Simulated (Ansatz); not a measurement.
# Arsenene bilayer (AB) in a perpendicular field

What dipole does a perpendicular field induce in the arsenene bilayer (AB), and does the gap follow? A positive field points along +c.

Calculated with Ansatz 0.2.0; plane-wave DFT, PBE-D3(BJ), Ansatz PAW.

The raw output is cut from this account; settings, times and results stay.

**1. The structure**

The cell holds 4 atoms: 4 As. Its edges and angles: a = 3.610 Å, b = 3.610 Å, c = 42.600 Å, α = 90.0°, β = 90.0°, γ = 120.0°. Regions: layer 1: arsenene, 2 atoms (2 As); layer 2: arsenene, 2 atoms (2 As). Vacuum lies along c.

**2. Relaxation**

The starting cell is a guess, so the in-plane lattice and the atoms are relaxed first, with the slab cut off from its images along the normal.

input.yaml

```yaml
crystal:
  lattice:
    - [3.61, 0.0, 0.0]
    - [-1.805, 3.1263517077, 0.0]
    - [0.0, 0.0, 42.6000000002]
  atoms:
    - { symbol: As, position: [0.6666666667, 0.3333333333, 0.4319248826] }
    - { symbol: As, position: [0.3333333333, 0.6666666667, 0.4647887324] }
    - { symbol: As, position: [0.0, 0.0, 0.5352112676] }
    - { symbol: As, position: [0.6666666667, 0.3333333333, 0.5680751174] }
  periodic: [true, true, false]
kpoints:
  mp_grid: { grid: [12, 12, 1] }
hamiltonian:
  xc: pbe
  dispersion: d3bj
scf:
  occupations: { method: fermi_dirac, width: 0.05 }
  convergence: { dr2_threshold: 1.0e-09 }
relax:
  f_tol: 0.004
  max_steps: 90
  cell: {}
output:
  write_potential: true
  write_density: true
  volumetric_format: npy
```

Launch:

```sh
> ansatz run input.yaml --threads 4 --pin off --max-ram 8192MiB --backend cpu --events-out ev --progress --plain --runs-dir out
```

Elapsed: 1.7 min, on 4 threads of Intel Xeon at 2.50GHz (Skylake/Cascade Lake), shared host; peak memory 1 GiB; 6.1 min of CPU time.

Relaxation path:

```
step  energy less that of the first step (eV)  largest force component (eV/Å)  volume (Å³)
   1                                   0.0000                          0.2460       480.79
   2                                  -0.0238                          0.1289       480.01
   3                                  -0.0419                          0.0322       483.44
   4                                  -0.0385                          0.1578       492.90
   5                                  -0.0550                          0.0347       498.29
   6                                  -0.0560                          0.0089       496.87
   7                                  -0.0560                          0.0002       496.69
  8*                                  -0.0565                          0.0002       496.69
```

Relaxation steps marked * repeat the geometry before them on a plane-wave basis chosen anew for their cell, so energy and pressure can jump there. Relaxation step 4 was tried and not accepted.

Forces are held to the 12 operations that the program found; a distortion that breaks them can't arise in this run.

```
cell as run  before  after  change
      a (Å)   3.610  3.669  +1.6 %
      b (Å)   3.610  3.669  +1.6 %
```

The atoms that moved most (Å, along periodic axes as changes of fractional coordinates times the final cell, across vacuum about the mean position):

```
atom     dx     dy      dz  length
 As4  0.000  0.000  -0.438   0.438
 As1  0.000  0.000   0.438   0.438
 As2  0.000  0.000   0.383   0.383
 As3  0.000  0.000  -0.383   0.383
```

Numbers from this step:

```
energy at zero smearing : -19425.6567 eV
```

The lattice constant a goes from 3.610 to 3.669 Å.

**3. Atoms held, field 0, start network**

A sawtooth potential applies the field, turning back in the middle of the vacuum. With the dipole correction the typed value is the field outside the slab. The induced dipole is small, so the SCF threshold is tight.

The cell differs from the one that the last finished run ended in (c 42.600 → 22.925 Å).

input.yaml

```yaml
crystal:
  lattice:
    - [3.6692226233, 0.0, 0.0]
    - [-1.8346113117, 3.177640004, 0.0]
    - [0.0, 0.0, 22.9245467578]
  atoms:
    - { symbol: As, position: [0.6666666667, 0.3333333333, 0.3925922765] }
    - { symbol: As, position: [0.3333333333, 0.6666666667, 0.4512886242] }
    - { symbol: As, position: [0.0, 0.0, 0.5487113758] }
    - { symbol: As, position: [0.6666666667, 0.3333333333, 0.6074077235] }
kpoints:
  mp_grid: { grid: [18, 18, 1] }
  band_path:
    path: [[0, 0, 0], [0.5, 0, 0], [0.33333333, 0.33333333, 0], [0, 0, 0]]
    npoints: 16
hamiltonian:
  xc: pbe
  dispersion: d3bj
scf:
  occupations: { method: fermi_dirac, width: 0.02585 }
  convergence: { dr2_threshold: 1.0e-10 }
efield:
  axis: 3
  dipole_correction: true
  ramp_position: 0.97
  ramp_width: 0.06
  amplitude: 0
output:
  dos: { projected: true, e_range: [-6, 5] }
  write_potential: true
  write_density: true
  volumetric_format: npy
  elf: true
```

It took 25 s on 4 threads; peak memory 0.78 GiB; 92 s of CPU time.

Read from the output:

* energy at zero smearing: -19425.6602 eV
* dipole along the normal: 2.24e-8 e·Å
* gap along the path: 0.1089 eV
* smallest direct gap along the path: 0.6003 eV
* ionisation energy, upper face: 4.195 eV
* electron affinity, upper face: 4.086 eV
* gap, the smaller of path and mesh: 0.1087 eV

Running mean over a fixed 2.7 Å (it still follows the layers) of the planar mean; the ramp of the sawtooth is left out. Electron's electrostatic potential energy less the Fermi level against z:

z (Å), electron's electrostatic potential energy less the Fermi level (eV) and a bar from the least value:
```
        4       4.13 ##############################
        5       4.13 ##############################
        6       4.07 ##############################
        7       3.21 ##########################
        8       0.63 ################
        9      -2.65 ###
       10      -3.44 
       11      -2.52 ####
       12      -2.63 ###
       13      -3.52 
       14      -2.48 ####
       15       0.87 #################
       16       3.36 ###########################
       17       4.08 ##############################
       18       4.13 ##############################
       19       4.13 ##############################
```

The density of states has structure finer than the step of the table below, so its rows give means over 0.25 eV. Peaks (eV: height): -5.720: 6.56, -3.930: 5.12, -3.440: 6.37, -2.940: 6.33, -1.950: 6.00, 1.500: 5.50, 1.640: 6.50.

The density of states by energy, zero at the Fermi level of the run, which the smearing sets inside the gap; means over each step:

```
energy (eV)  density of states (states/eV a cell)
      -5.75                                  3.89
      -5.50                                  1.77
      -5.25                                  1.03
      -5.00                                 0.888
      -4.75                                 0.916
      -4.50                                  1.97
      -4.25                                  3.17
      -4.00                                  3.09
      -3.75                                  3.46
      -3.50                                  4.03
      -3.25                                  2.22
      -3.00                                  3.75
      -2.75                                  2.90
      -2.50                                  2.18
      -2.25                                  2.13
      -2.00                                  3.04
      -1.75                                  2.33
      -1.50                                  1.65
      -1.25                                 0.963
      -1.00                                 0.549
      -0.75                                 0.443
      -0.50                                 0.346
      -0.25                                 0.570
       0.00                                 0.217
       0.25                                 0.984
       0.50                                  1.06
       0.75                                  2.33
       1.00                                  3.49
       1.25                                  2.09
       1.50                                  4.39
       1.75                                  4.27
```

Projected DOS per atom over height of the atomic layer and energy from the Fermi level. Layers: As As As As from below.

Values in states/eV, 22 rows by 4 columns, each cell a mean:
```
1.03 0.76 0.76 1.03
0.95 0.88 0.88 0.95
0.71 0.59 0.59 0.71
0.60 0.48 0.48 0.60
0.29 0.20 0.20 0.29
0.12 0.07 0.07 0.12
0.13 0.08 0.08 0.13
0.12 0.09 0.09 0.12
0.19 0.14 0.14 0.19
0.45 0.28 0.28 0.45
0.82 0.57 0.57 0.82
0.65 0.53 0.53 0.65
0.59 0.51 0.51 0.59
1.08 0.78 0.78 1.08
0.68 0.64 0.64 0.68
0.93 0.86 0.86 0.93
0.80 0.72 0.72 0.80
0.61 0.68 0.68 0.61
0.23 0.31 0.31 0.23
0.17 0.28 0.28 0.17
0.31 0.52 0.52 0.31
0.55 0.88 0.88 0.55
```
Columns: height of the atomic layer (Å) from 9 to 13.9 (not evenly spaced); rows upwards: energy from the Fermi level (eV) from -5.96 to 1.96.

The electronic bands at the labelled points (eV, zero at the Fermi level of the run, which the smearing sets inside the gap):

```
  point  band 27  band 28  band 29  band 30  band 31  band 32  band 33  band 34
      Γ    -1.72    -1.53    -1.53    -0.46     0.14     1.42     1.42     2.02
halfway    -3.01    -2.39    -2.21    -1.34     0.47     1.75     2.21     2.48
      M    -3.74    -3.43    -3.04    -1.91     0.25     1.06     1.67     2.15
halfway    -4.19    -4.06    -2.82    -2.02     0.72     1.82     1.87     2.95
      K    -3.96    -3.36    -3.36    -2.65     1.20     1.20     2.25     4.02
halfway    -3.69    -3.54    -2.00    -1.03     0.88     1.89     2.35     2.53
      Γ    -1.72    -1.53    -1.53    -0.46     0.14     1.42     1.42     2.02
```

ELF in the ca plane at fractional y = 0.333, with atoms of As within 0.2 Å of it. It is the smooth field of the valence electrons, not physical close to the nuclei.

Ten even steps from '0' (0.00) to '9' (0.88), each cell a mean:
```
00000000001257887666642112356667787631000000
00000000002579987556531001246656899863100000
00000000013689984235431000245423799974200000
00000000013699984235431000245423699974200000
00000000002589986456531000246545899863100000
00000000001357887666542112356667888641000000
00000000000013455566654223556655553210000000
00000000000000012245555334555432110000000000
00000000000000011245565335555431100000000000
00000000000012345556654324556655443100000000
```
Columns run along c (16.0 Å, from fractional 0.13 to 0.83 of the cell), rows up along a (3.7 Å). Atoms in or near the plane, at fractional coordinates: As at (0.39, 0.67), As at (0.61, 0.67).

Valence density in the ca plane at fractional y = 0.333, with atoms of As within 0.2 Å of it. It is the smooth field of the valence electrons, not physical close to the nuclei.

Ten steps, logarithmic in the rise over the least value, from '0' (0 e/Å³) to '9' (23 e/Å³), each cell a mean:
```
00000000000000012222110000111222210000000000
00000000000000135652110000012466421000000000
00000000000000248974100000012699621000000000
00000000000001248984100000012699621000000000
00000000000000136753110000012466421000000000
00000000000000112322110000111233210000000000
00000000000000001111111101111111100000000000
00000000000000000111111111111110000000000000
00000000000000000011111111111110000000000000
00000000000000001111111111111111000000000000
```
Columns run along c (16.0 Å, from fractional 0.13 to 0.83 of the cell), rows up along a (3.7 Å). Atoms in or near the plane, at fractional coordinates: As at (0.39, 0.67), As at (0.61, 0.67).

Electrostatic potential energy in the ca plane at fractional y = 0.333, with atoms of As within 0.2 Å of it. With pseudopotentials it is smooth inside the atoms' cores, unlike the true potential.

Ten even steps from '0' (-15 eV) to '9' (5 eV), each cell a mean:
```
99999999999999862125778888876411479999999999
99999999999999611301688999873022048999999999
99999999999998408960589999871299317999999999
99999999999998408960489999871399317999999999
99999999999999602411688999873033048999999999
99999999999999851025778888876311379999999999
99999999999999987666667887666666789999999999
99999999999999998876446787545788999999999999
99999999999999998876446786545788999999999999
99999999999999987776667887666777899999999999
```
Columns run along c (16.0 Å, from fractional 0.13 to 0.83 of the cell; values clipped at the 3rd and 97th percentile), rows up along a (3.7 Å). Atoms in or near the plane, at fractional coordinates: As at (0.39, 0.67), As at (0.61, 0.67).

The gap is 0.11 eV, with the valence edge 4.19 eV and the conduction edge 4.09 eV under the upper vacuum level.

**4. Single point, field 0.05 V/Å**

input.yaml: that of step 3 with these lines changed.

```diff
@@ -26,5 +26,4 @@
   ramp_width: 0.06
-  amplitude: 0
+  amplitude: 0.05
 output:
-  dos: { projected: true, e_range: [-6, 5] }
   write_potential: true
@@ -32,2 +31 @@
   volumetric_format: npy
-  elf: true
```

Run time: 24 s. Hardware: 4 threads; peak memory 0.75 GiB; 91 s of CPU time.

The dipole is 0.0240 e·Å, and the gap 0.109 eV.

**5. Single point, field -0.05 V/Å**

input.yaml: that of step 4 with these lines changed.

```diff
@@ -26,3 +26,3 @@
   ramp_width: 0.06
-  amplitude: 0.05
+  amplitude: -0.05
 output:
```

Elapsed: 25 s, on 4 threads; peak memory 0.76 GiB; 95 s of CPU time.

The dipole is -0.0240 e·Å, and the gap 0.109 eV.

**6. Single point, field 0.1 V/Å**

input.yaml: that of step 5 with these lines changed.

```diff
@@ -24,5 +24,5 @@
   dipole_correction: true
-  ramp_position: 0.97
-  ramp_width: 0.06
-  amplitude: -0.05
+  ramp_position: 0.9516
+  ramp_width: 0.0968
+  amplitude: 0.1
 output:
```

The job ended after 24 s (4 threads; peak memory 0.75 GiB; 91 s of CPU time).

The dipole is 0.0480 e·Å, and the gap 0.109 eV.

**7. Atoms held, field -0.1 V/Å**

input.yaml: that of step 6 with these lines changed.

```diff
@@ -26,3 +26,3 @@
   ramp_width: 0.0968
-  amplitude: 0.1
+  amplitude: -0.1
 output:
```

Elapsed: 23 s, on 4 threads; peak memory 0.76 GiB; 86 s of CPU time.

The dipole is -0.0480 e·Å, and the gap 0.109 eV.

**8. Single point, field 0.2 V/Å**

input.yaml: that of step 7 with these lines changed.

```diff
@@ -26,3 +26,3 @@
   ramp_width: 0.0968
-  amplitude: -0.1
+  amplitude: 0.2
 output:
```

The job ended after 25 s (4 threads; peak memory 0.75 GiB; 94 s of CPU time).

The dipole is 0.0960 e·Å, and the gap 0.109 eV.

**9. Single point, field -0.2 V/Å**

input.yaml: that of step 8 with these lines changed.

```diff
@@ -26,3 +26,3 @@
   ramp_width: 0.0968
-  amplitude: 0.2
+  amplitude: -0.2
 output:
```

It took 25 s on 4 threads; peak memory 0.76 GiB.

The dipole is -0.0960 e·Å, and the gap 0.109 eV.

**10. Single point, field 0.3 V/Å**

input.yaml: that of step 9 with these lines changed.

```diff
@@ -24,5 +24,5 @@
   dipole_correction: true
-  ramp_position: 0.9516
-  ramp_width: 0.0968
-  amplitude: -0.2
+  ramp_position: 0.9484
+  ramp_width: 0.1031
+  amplitude: 0.3
 output:
```

Run time: 25 s. Hardware: 4 threads; peak memory 0.75 GiB; 92 s of CPU time.

The dipole is 0.144 e·Å, and the gap 0.110 eV.

**11. Single point, field -0.3 V/Å**

input.yaml: that of step 10 with these lines changed.

```diff
@@ -26,3 +26,3 @@
   ramp_width: 0.1031
-  amplitude: 0.3
+  amplitude: -0.3
 output:
```

Wall time 23 s (4 threads); peak memory 0.75 GiB.

The dipole is -0.144 e·Å, and the gap 0.110 eV.

**12. Single point, field 0.4 V/Å**

input.yaml: that of step 11 with these lines changed.

```diff
@@ -24,5 +24,5 @@
   dipole_correction: true
-  ramp_position: 0.9484
-  ramp_width: 0.1031
-  amplitude: -0.3
+  ramp_position: 0.908
+  ramp_width: 0.1841
+  amplitude: 0.4
 output:
```

The job ended after 24 s (4 threads; peak memory 0.75 GiB; 90 s of CPU time).

The dipole is 0.192 e·Å, and the gap 0.110 eV.

(Part 1 of 2 ends here.)

[Long decimals in the printed logs are rounded to 6 places.]

[Logs are printed without paths, hosts, clocks, repeated set-up lines and the standing remarks that a program may print on its own settings, such as how far it seeks lower states.]

[Hosts, paths, dates, database ids (printed as entryN), source tags and the programs' standing remarks are cut or masked in the printed files.]

[Maps of the electrostatic potential energy from Ansatz leave out the sawtooth potential of an applied field or a dipole correction, so their vacuum need not be flat; planar profiles and work functions include it.]

[The density of states shown here was stored with 400 of the rows of the run's finer table, so its peaks can read low, often by over a quarter, or be missed, and its means over a window can be off by a tenth or more.]
